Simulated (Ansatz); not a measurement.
# SiC (Moissanite): how G0W0 depends on its starting point

Aim: G0W0 for SiC (Moissanite) on several starting functionals, at one mesh, band count and screening cutoff.

Calculated with Ansatz 0.2.0; G0W0 on several functionals, plane waves, PAW.

**1. The starting structure**

Symmetry: P6_3mc, No. 186, hexagonal system. Conventional cell: a = 3.081 Å, b = 3.081 Å, c = 15.125 Å, α = 90.00°, β = 90.00°, γ = 120.00°. Nearest to Si lie 4 C at 1.88 to 1.90 Å. Nearest to Si lie 4 C at 1.89 Å. Si has 4 C at 1.89 Å nearest. C has 4 Si at 1.88 to 1.89 Å nearest. C has 4 Si at 1.89 Å nearest. Nearest to C lie 4 Si at 1.89 to 1.90 Å. Farther neighbours are not listed.

The cell and positions come from the Crystallography Open Database and are kept as given unless a step says otherwise.

**2. G0W0 on PBE**

G0W0 replaces the xc potential by the self-energy, built once from these orbitals. Only a window of levels is corrected, while the sums run over the empty bands that the input names. This step takes hard PAW files.

This step: G0W0 on PBE, plane waves, PAW.

input.yaml reads:

```yaml
crystal:
  lattice:
    - [3.081, 0.0, 0.0]
    - [-1.5405, 2.6682242691, 0.0]
    - [0.0, 0.0, 15.1248]
  atoms:
    - { symbol: Si, position: [0.0, 0.0, 0.0] }
    - { symbol: Si, position: [0.0, 0.0, 0.5] }
    - { symbol: Si, position: [0.3333333333, 0.6666666667, 0.1664] }
    - { symbol: Si, position: [0.6666666667, 0.3333333333, 0.6664] }
    - { symbol: Si, position: [0.6666666667, 0.3333333333, 0.3329] }
    - { symbol: Si, position: [0.3333333333, 0.6666666667, 0.8329] }
    - { symbol: C, position: [0.3333333333, 0.6666666667, 0.0412] }
    - { symbol: C, position: [0.6666666667, 0.3333333333, 0.5412] }
    - { symbol: C, position: [0.6666666667, 0.3333333333, 0.208] }
    - { symbol: C, position: [0.3333333333, 0.6666666667, 0.708] }
    - { symbol: C, position: [0.0, 0.0, 0.3746] }
    - { symbol: C, position: [0.0, 0.0, 0.8746] }
kpoints:
  mp_grid: { grid: [6, 6, 2] }
hamiltonian:
  xc: pbe
  pseudopotentials: { kind: paw, source: ansatz }
scf:
  occupations: { method: fixed }
gw:
  n_empty_bands: 739
  ecut_chi: 190.0
  qp_bands: [v4, c4]
  qp_kpoints: band_edges
  screening: { model: contour_deformation }
```

Run with:

```sh
$ ansatz run input.yaml --threads 4 --pin off --max-ram 138240MiB --backend cuda --events-out ev --progress --plain --runs-dir out --devices 1 --max-vram 26GiB
```

Numbers of over 12 decimals in the logs are rounded to 6 here.

The program printed:

```text
GPUs: using 1 of 1 available (devices: 1).
Engine: ansatz 0.2.0, x86_64-unknown-linux-gnu
Pseudopotentials: kind: paw
Pseudopotential: Si, paw, valence charge 4, recommended cutoff 460 eV (normal), Si.paw.azcp
Pseudopotential: C, paw, valence charge 4, recommended cutoff 820 eV (normal), C.paw.azcp
Functional definition: PBE
  parameter kappa = 0.804
  parameter beta = 0.066725
  exchange = pbe_x(kappa = kappa, mu = beta*pi^2/3)
  correlation = pbe_c(beta = beta)
device memory: the entry about to start is reckoned to put 4.8 GiB on a device that reports 55.0 GiB free (of which the cap on the GPU budget leaves the run 26.0 GiB)
GPU FFT provider: cuFFT
GPU libraries: cuBLAS 13.8.2, cuFFT 12.4.0, cuSOLVER 12.3.4
Crystal: 12 atoms, lattice volume = 124.338 Å³
Basis set: ecut = 820 eV, 6557 PW (Γ)
Bands: 36, of which v1, the nominal top of the filled ones, is band 24 counted from 1 (23 counted from 0)
Symmetry: 12 space group operations
Space group: P63mc (ITA 186), of the structure as read, at distance tolerance 5.0e-5 Å
k-points: 14 of 72
Non-local potential: Si, projectors of the file, l = 0: 2, l = 1: 3, l = 2: 1
Non-local potential: C, projectors of the file, l = 0: 2, l = 1: 2
PAW form: soft (Blöchl's): semilocal exchange-correlation on the pseudo side does not see the compensation charge
PAW one-centre angular grid: Si, 110 points (default); XC on 64 Gauss nodes
PAW one-centre angular grid: C, 110 points (default); XC on 64 Gauss nodes
Initial density: superposition of atomic densities (chi_scale 0.1, normalization cell, long waves kept (reshape's long-wave potential 0.00 eV rms))
Initial wavefunctions: pseudopotential atomic-orbital guess
GPU buffer pool allocated for 129600 grid points (all kernels)
GPU transforms: local potential and band sums: pruned to the plane-wave sphere, on 30×30×144
Functional: x = pbe(κ = 0.804, μ = 0.219515), c = pbe(β = 0.066725)
SCF iter   1: F=—  HF=-5331.561494 eV  |F-HF|=—  |Δ(HF+E_count)|=         —  Δρ=1.39e-1  dr2=2.93e1  ethr=3.10e-3  ⟨swp⟩=6.1  Hψ=2397  notcnv=0  defer=121
preconditioner: auto → none  [insulator: Δε(μ)=3.804 eV  Ē_g=12.832 eV  n_scr=10 (ndim 8)  ℏωp=23.1 eV  f_vac=0.000  ε∞_Penn≈4.2]
SCF iter   2: F=—  HF=-5322.874886 eV  |F-HF|=—  |Δ(HF+E_count)|=    8.69e0  Δρ=4.91e-2  dr2=1.88e0  ethr=3.10e-3  ⟨swp⟩=5.0  Hψ=1566  notcnv=0  defer=133
SCF iter   3: F=—  HF=-5322.414346 eV  |F-HF|=—  |Δ(HF+E_count)|=   4.61e-1  Δρ=1.96e-2  dr2=2.47e-1  ethr=3.10e-3  ⟨swp⟩=2.1  Hψ=851  notcnv=0  defer=137
SCF iter   4: F=—  HF=-5322.420417 eV  |F-HF|=—  |Δ(HF+E_count)|=   6.07e-3  Δρ=3.50e-3  dr2=6.49e-2  ethr=5.14e-4  ⟨swp⟩=2.9  Hψ=634  notcnv=0  defer=140
SCF iter   5: F=—  HF=-5322.406312 eV  |F-HF|=—  |Δ(HF+E_count)|=   1.41e-2  Δρ=9.15e-4  dr2=1.29e-3  ethr=1.35e-4  ⟨swp⟩=3.3  Hψ=668  notcnv=0  defer=140
SCF iter   6: F=—  HF=-5322.406291 eV  |F-HF|=—  |Δ(HF+E_count)|=   2.13e-5  Δρ=3.04e-4  dr2=7.64e-5  ethr=2.69e-6  ⟨swp⟩=2.1  Hψ=788  notcnv=0  defer=140
SCF iter   7: F=—  HF=-5322.406314 eV  |F-HF|=—  |Δ(HF+E_count)|=   2.30e-5  Δρ=9.57e-5  dr2=8.49e-6  ethr=1.59e-7  ⟨swp⟩=2.3  Hψ=744  notcnv=0  defer=140
SCF iter   8: F=—  HF=-5322.406315 eV  |F-HF|=—  |Δ(HF+E_count)|=   1.48e-6  Δρ=2.14e-5  dr2=8.52e-7  ethr=1.77e-8  ⟨swp⟩=2.0  Hψ=707  notcnv=0  defer=140
SCF iter   9: F=—  HF=-5322.406315 eV  |F-HF|=—  |Δ(HF+E_count)|=   5.08e-9  Δρ=1.09e-5  dr2=2.93e-7  ethr=2.08e-10  ⟨swp⟩=17.1  Hψ=3160  notcnv=0
SCF iter  10: F=-5322.406315 eV  HF=-5322.406315 eV  |F-HF|=2.15e-9  |Δ(HF+E_count)|=   4.16e-8  Δρ=3.26e-6  dr2=1.25e-8  ethr=2.08e-10  ⟨swp⟩=1.1  Hψ=1195  notcnv=0
SCF 1 converged in 10 iterations: F = -5322.406315 eV  dr2 = 1.25e-8
  greatest PAW one-centre occupation: 0.486 electrons in one spin orbital (limit 2), on the Si atom at site 5 (counted from 0), in its partial waves of l = 0
device memory: the entry about to start is reckoned to put 6.5 GiB (of the 6.6 GiB reckoned in all, the device holds 0.1 GiB already) on a device that reports 54.9 GiB free (of which the cap on the GPU budget leaves the run 25.9 GiB)
NSCF: frozen V_eff on 14 k-points
the band table was solved once the SCF had ended and its energy, with any forces and stress, was formed, with the checks that follow a solve (2272 applications of the Hamiltonian). They found nothing against the state; the energy, forces and stress were not computed again (output.eigenvalues in the input reference)
device memory: the entry about to start is reckoned to put 15.5 GiB on a device that reports 55.0 GiB free (of which the cap on the GPU budget leaves the run 26.0 GiB)
NSCF: frozen V_eff on 14 k-points
G₀W₀ screening: q 1/14
[... further progress lines ...]
SCF converged after 10 iterations
Free energy (F): -5322.406315 eV
Harris-Foulkes:  -5322.406315 eV  (|F-HF|=2.15e-9)
Internal energy: -5322.406315 eV  (E = F + TS)
E sigma→0 (E₀):  -5322.406315 eV
Fermi energy:    9.539546 eV
--- Per-component energies (eV) ---
  E_band       = 172.640144
  E_kinetic    = 898.625376
  E_local      = -665.461986  (includes V_loc(G=0)·N_el)
  E_nonlocal   = 261.471926
  E_hartree    = 191.424255
  E_xc         = -678.170607
  E_vxc        = -658.463545  (∫ρ·V_xc dr)
  E_paw        = -3623.278364  (= ΣΔE_a)
  E_vpaw       = -46.379580  (= ΣTr[D̂ρ^β])
  E_aug_tail   = -0.000031  (compensation charges beyond the density's cutoff)
  E_ewald      = -1707.016885
  E_smearing   = -0.000000  (= −TS)
  E_closure    = 0.000000  (closes the sum)
  Σ components = -5322.406315   (vs F -5322.406315, Δ=0.00e0)
--- Band table (eV; the first three rows and the last of 14) ---
  k-point 0: bands = [... 20 lower, 9.2510, 9.5038, 9.5395, 9.5395, 14.6983, 14.8687, 15.2702, 15.7784, ... 8 higher]
  k-point 1: bands = [... 20 lower, 9.4445, 9.4445, 9.4445, 9.4445, 14.7651, 14.7651, 15.5026, 15.5026, ... 8 higher]
  k-point 2: bands = [... 20 lower, 8.7487, 8.8359, 9.1992, 9.2998, 14.2537, 14.6323, 14.7270, 15.4098, ... 8 higher]
  k-point 13: bands = [... 20 lower, 6.9106, 6.9106, 7.2739, 7.2739, 13.2123, 13.2123, 13.8516, 13.8516, ... 8 higher]
--- G₀W₀: contour deformation, 7 samples at zero and on the imaginary axis and 2 off it, 72 q-points, 739 empty bands' worth ---
  eigenvalues of the whole cell's RPA ε∞ on this k-mesh (on a slab, of 1 + 4πα/V) = 6.8645, 7.0305, 7.0305; static W/v taken at q = 0 is 0.142415
  bands read: the sum over 763 bands ends inside a degenerate multiplet in 7 slots, whose members it reads at an even weight; the widest, k=1: bands 763 to 766 (counted from 1) at 1/4 each
  gw.qp_kpoints: band_edges: 10 of 14 stored k-points solved, in 1 pass; an edge of the gap read off the rows below is read off those points alone
    valence top: of the k-points left out ik 8 came nearest to being solved in a further pass, in band 24 (counted from 1, as in the quasiparticle table): it holds the edge there only if its correction is more favourable than any solved in that band by at least 0.721 eV; those differ by 0.161 eV
    conduction bottom: of the k-points left out ik 10 came nearest to being solved in a further pass, in band 25 (counted from 1, as in the quasiparticle table): it holds the edge there only if its correction is more favourable than any solved in that band by at least 1.084 eV; those differ by 0.229 eV
    ik  band        ε_KS         Σx   Σc(E_QP)       V_xc       Z   E_QP_lin       E_QP  E_QP is
     0    21      9.2510   -18.3309     1.9555   -15.6678  0.7870     8.5396     8.5433  root
     0    22      9.5038   -18.1628     1.7946   -15.6978  0.7886     8.8303     8.8334  root
     0    23      9.5395   -18.2666     1.8649   -15.7240  0.7880     8.8585     8.8618  root
     0    24      9.5395   -18.2666     1.8649   -15.7240  0.7880     8.8585     8.8618  root
     0    25     14.6983    -9.0638    -4.9443   -14.4573  0.8012    15.1492    15.1475  root
     0    26     14.8687    -8.9781    -4.9895   -14.4130  0.8000    15.3158    15.3142  root
     0    27     15.2702    -8.9598    -5.0691   -14.4751  0.7977    15.7181    15.7164  root
     0    28     15.7784    -8.8459    -5.2177   -14.5044  0.7927    16.2209    16.2191  root
     1    21      9.4445   -18.2833     1.8926   -15.7034  0.7877     8.7537     8.7571  root
     1    22      9.4445   -18.2833     1.8926   -15.7034  0.7877     8.7537     8.7571  root
     1    23      9.4445   -18.2833     1.8926   -15.7034  0.7877     8.7537     8.7571  root
     1    24      9.4445   -18.2833     1.8926   -15.7034  0.7877     8.7537     8.7571  root
     1    25     14.7651    -9.0344    -4.9603   -14.4429  0.8007    15.2149    15.2133  root
     1    26     14.7651    -9.0344    -4.9603   -14.4429  0.8007    15.2149    15.2133  root
     1    27     15.5026    -8.8722    -5.1294   -14.4468  0.7959    15.9496    15.9478  root
     1    28     15.5026    -8.8722    -5.1294   -14.4468  0.7959    15.9496    15.9478  root
     2    21      8.7487   -18.3761     2.0797   -15.5490  0.7852     7.9969     8.0013  root
     2    22      8.8359   -18.3668     2.0731   -15.5461  0.7855     8.0839     8.0883  root
     2    23      9.1992   -18.2103     1.8751   -15.6370  0.7875     8.4974     8.5009  root
     2    24      9.2998   -18.4127     1.9347   -15.7743  0.7871     8.5925     8.5961  root
     2    25     14.2537    -7.3127    -4.8036   -12.4913  0.8069    14.6298    14.6287  root
     2    26     14.6323    -7.3378    -4.8930   -12.6202  0.8036    15.0230    15.0217  root
     2    27     14.7270    -7.6119    -4.8811   -12.8938  0.8053    15.1292    15.1279  root
     2    28     15.4098    -7.4918    -5.0596   -12.9774  0.7992    15.8375    15.8358  root
[...]
13    21      6.9106   -18.1073     2.5264   -14.7194  0.7748     6.0411     6.0491  root
    13    22      6.9106   -18.1073     2.5264   -14.7194  0.7748     6.0411     6.0491  root
    13    23      7.2739   -18.2095     2.4106   -14.9597  0.7781     6.4277     6.4347  root
    13    24      7.2739   -18.2095     2.4106   -14.9597  0.7781     6.4277     6.4347  root
    13    25     13.2123    -6.9445    -4.4209   -11.6668  0.8117    13.5144    13.5137  root
    13    26     13.2123    -6.9445    -4.4209   -11.6668  0.8117    13.5144    13.5137  root
    13    27     13.8516    -7.2419    -4.6240   -12.2275  0.8065    14.2142    14.2132  root
    13    28     13.8516    -7.2419    -4.6240   -12.2275  0.8065    14.2142    14.2132  root
```

Run time: 49 s. Hardware: 1 × NVIDIA H100 80GB HBM3 (shared by 3 runs) with 4 threads of AMD EPYC 7R13 (Zen 3), shared host; peak memory 3.8 GiB.

This step gave:

```
bands summed                                 : 763
RPA ε∞ on this mesh (eigenvalues)            : 6.865, 7.031, 7.031
plane waves in the screening matrix          : 747
q-points in the mesh                         : 72
G0W0 gap on the mesh                         : 2.912 eV
k of the valence top                         : 0, 0, 0
k of the conduction bottom                   : 0, -0.5, 0
starting gap on the mesh                     : 2.013 eV
Z at the valence top                         : 0.7880
Z at the conduction bottom                   : 0.8141
least direct G0W0 gap on the computed points : 4.123 eV
```

The gap on the mesh goes from 2.01 eV to 2.91 eV, a correction of +0.90 eV. Between the two edge states, bare exchange in place of the xc potential would open the gap by 6.82 eV, and correlation takes back 5.92 eV.

(Part 1 of 2 ends here.)

[Paths, hosts, dates, memory and timing lines, banners, echoed tables and standing remarks are left out of the program output.]

[Logs are printed without paths, hosts, clocks, repeated set-up lines and the standing remarks that a program may print on its own settings, such as how far it seeks lower states.]

[Runs of the session that timed out or met a known fault of the program may be left out.]

[Cells called generated may have been cut or substituted from an entry of the Crystallography Open Database or the Materials Project.]

[Hosts, paths, dates, database ids (printed as entryN), source tags and the programs' standing remarks are cut or masked in the printed files.]
